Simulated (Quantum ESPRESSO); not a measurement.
## MgO (Periclase): a worked LO-TO splitting

How high does the longitudinal optical mode of MgO (Periclase) lie, given the transverse one, the Born charge and ε∞?

Program: Quantum ESPRESSO 7.5. Level of theory: DFT LDA, scalar-relativistic, plane waves, PseudoDojo norm-conserving pseudopotentials. Results are calculated unless marked as measured.

The database entry behind the starting cell differs from later determinations by our own check (about 0.1 % long), so it need not match the best structure at ambient conditions.

### 1. The relaxed structure

It takes space group Fm-3m (No. 225, cubic). Conventional cell: a = 4.160 Å, b = 4.160 Å, c = 4.160 Å, α = 90.00°, β = 90.00°, γ = 90.00°. Nearest to Mg lie 6 O at 2.08 Å. O has 6 Mg at 2.08 Å nearest. Farther neighbours and most contacts between anions are not listed.

This is the cell after its relaxation at this level of theory, not the database cell from which that began.

### 2. What the response run gave

A linear-response run on the relaxed cell, with the response to an electric field; only its zone-centre results are used. Cutoff 92 Ry, k mesh 12×12×12.

Log:

```text
[banners, grids, parts of the stress and lines that vanish by symmetry left out]
Program PHONON v.7.5
     Reading xml data from directory:

[...]
Exchange-correlation= PW
                           (   1   4   0   0   0   0   0)
[...]
kinetic-energy cut-off    =      92.0000  Ry
     charge density cut-off    =     368.0000  Ry
     convergence threshold     =      1.0E-18
[...]
Exchange-correlation= PW
                           (   1   4   0   0   0   0   0)
[...]
q = (   0.0000000   0.0000000   0.0000000 )
     49 Sym.Ops. (with q -> -q+G )
     G cutoff =  576.1541  (  14361 G-vectors)     FFT grid: ( 36, 36, 36)
     number of k points=    72
[...]
Mode symmetry, O_h (m-3m)  point group:
[...]
Dielectric constant
[...]
End of electric fields calculation
          Dielectric constant in cartesian axis
          (       3.171331150       0.000000000      -0.000000000 )
          (       0.000000000       3.171331150       0.000000000 )
          (      -0.000000000       0.000000000       3.171331150 )
          Effective charges (d Force / dE) in cartesian axis without acoustic sum rule applied (asr)
           atom    1  Mg    Mean Z*:        1.97179
      Ex  (        1.97179       -0.00000        0.00000 )
      Ey  (       -0.00000        1.97179        0.00000 )
      Ez  (       -0.00000        0.00000        1.97179 )
           atom    2  O     Mean Z*:       -1.97154
      Ex  (       -1.97154        0.00000       -0.00000 )
      Ey  (        0.00000       -1.97154       -0.00000 )
      Ez  (        0.00000        0.00000       -1.97154 )
          Effective charges Sum: Mean:        0.00026
[...]
Effective charges (d Force / dE) in cartesian axis with asr applied:
           atom    1  Mg    Mean Z*:        1.97167
[...]
atom    2  O     Mean Z*:       -1.97167
[...]
Representation #   1 modes #   1   2   3
[...]
End of self-consistent calculation
     Convergence has been achieved
     Representation #   2 modes #   4   5   6
[...]
End of self-consistent calculation
     Convergence has been achieved
[...]
Dielectric constant in cartesian axis
          (       3.171331150       0.000000000      -0.000000000 )
          (       0.000000000       3.171331150       0.000000000 )
          (      -0.000000000       0.000000000       3.171331150 )
          Effective charges (d Force / dE) in cartesian axis without acoustic sum rule applied (asr)
           atom    1  Mg    Mean Z*:        1.97179
      Ex  (        1.97179       -0.00000        0.00000 )
      Ey  (       -0.00000        1.97179        0.00000 )
      Ez  (       -0.00000        0.00000        1.97179 )
           atom    2  O     Mean Z*:       -1.97154
      Ex  (       -1.97154        0.00000       -0.00000 )
      Ey  (        0.00000       -1.97154       -0.00000 )
      Ez  (        0.00000        0.00000       -1.97154 )
          Effective charges Sum: Mean:        0.00026
[...]
Effective charges (d Force / dE) in cartesian axis with asr applied:
           atom    1  Mg    Mean Z*:        1.97167
[...]
atom    2  O     Mean Z*:       -1.97167
[...]
q = (    0.000000000   0.000000000   0.000000000 )
[...]
freq (    1) =       0.079905 [THz] =       2.665355 [cm-1]
     freq (    2) =       0.079905 [THz] =       2.665355 [cm-1]
     freq (    3) =       0.079905 [THz] =       2.665355 [cm-1]
     freq (    4) =      12.263852 [THz] =     409.078078 [cm-1]
     freq (    5) =      12.263852 [THz] =     409.078078 [cm-1]
     freq (    6) =      12.263852 [THz] =     409.078078 [cm-1]
[...]
Mode symmetry, O_h (m-3m)  point group:
     freq (   1-   3) =          2.7  [cm-1]   --> T_1u G_15  G_4- I
     freq (   4-   6) =        409.1  [cm-1]   --> T_1u G_15  G_4- I

   JOB DONE.
```

```csv
quantity,value
cell volume Ω (Å³),18.002
mass of Mg (u),24.305
mass of O (u),15.999
"Born charge of Mg, raw (e)",1.972
"Born charge of O, raw (e)",-1.972
ε∞,3.171
ω(TO) after the sum rule (cm⁻¹),409.1
```

### 3. The calculation

The charges must sum to zero over the cell; taking off their mean, 0.000 e, leaves Z* = 1.972 e on Mg. In the polar mode Mg moves against O, so the reduced mass is μ = 24.30 × 16.00 / 40.30 = 9.648 u.

A longitudinal wave builds up a field that adds to the restoring force: ω(LO)² = ω(TO)² + 4π Z*² / (μ Ω ε∞), in Hartree atomic units. With μ = 17587 electron masses and Ω = 121.48 bohr³ the second term is 7.2097e-06 Ha², or 347284 cm⁻² (1 Ha = 219474.6 cm⁻¹).

So ω(LO) = √(167338 + 347284) = 717.4 cm⁻¹, and by the Lyddane-Sachs-Teller relation ε₀ = ε∞ (ω(LO)/ω(TO))² = 9.75.

### 4. Check against the program

The analysis program adds the same non-analytic term to the full matrix, here for q along (1 0 0).

Log:

```text
[banner, memory and clock lines left out]
Program DYNMAT v.7.5

     Reading Dynamical Matrix from file g.dyn
     ...Force constants read
     ...epsilon and Z* read

     Polarizability (A^3 units)
     multiply by 0.580121 for Clausius-Mossotti correction
         3.110538    0.000000   -0.000000
         0.000000    3.110538    0.000000
        -0.000000    0.000000    3.110538

     IR activities are in (D/A)^2/amu units

# mode   [cm-1]    [THz]      IR
    1     -0.00   -0.0000    0.0000
    2     -0.00   -0.0000    0.0000
    3      0.00    0.0000    0.0000
    4    409.07   12.2637    9.2960
    5    409.07   12.2637    9.2960
    6    717.37   21.5063    9.2960
```

ε₀ comes from the program's run without a direction of q.

| quantity | by hand | program |
| --- | --- | --- |
| ω(LO) (cm⁻¹) | 717.4 | 717.4 |
| ε₀ | 9.75 | 9.75 |

### 5. Summary of results

* TO mode: 409.1 cm⁻¹
* LO mode: 717.4 cm⁻¹
* static dielectric constant: 9.753

What this shows: The LO mode of MgO (Periclase) lies at 717 cm⁻¹, 308 cm⁻¹ above the TO mode; the formula meets the program within 0.1 cm⁻¹, as it must for a cubic crystal with one polar mode. ω(LO)² − ω(TO)² goes with Z*²/ε∞: an error of 5 % in ε∞ would move the LO mode by 11.6 cm⁻¹, and semilocal functionals tend to overestimate ε∞. These are harmonic values at zero temperature, at the volume of this functional, for the structure held cubic; stability elsewhere in the zone is no part of this calculation.

[Host names and launcher messages were left out of these logs when they were recorded.]

[Logs are printed without paths, hosts, clocks, repeated set-up lines and the standing remarks that a program may print on its own settings, such as how far it seeks lower states.]

[Hosts, paths, dates, database ids (printed as entryN), source tags and the programs' standing remarks are cut or masked in the printed files.]
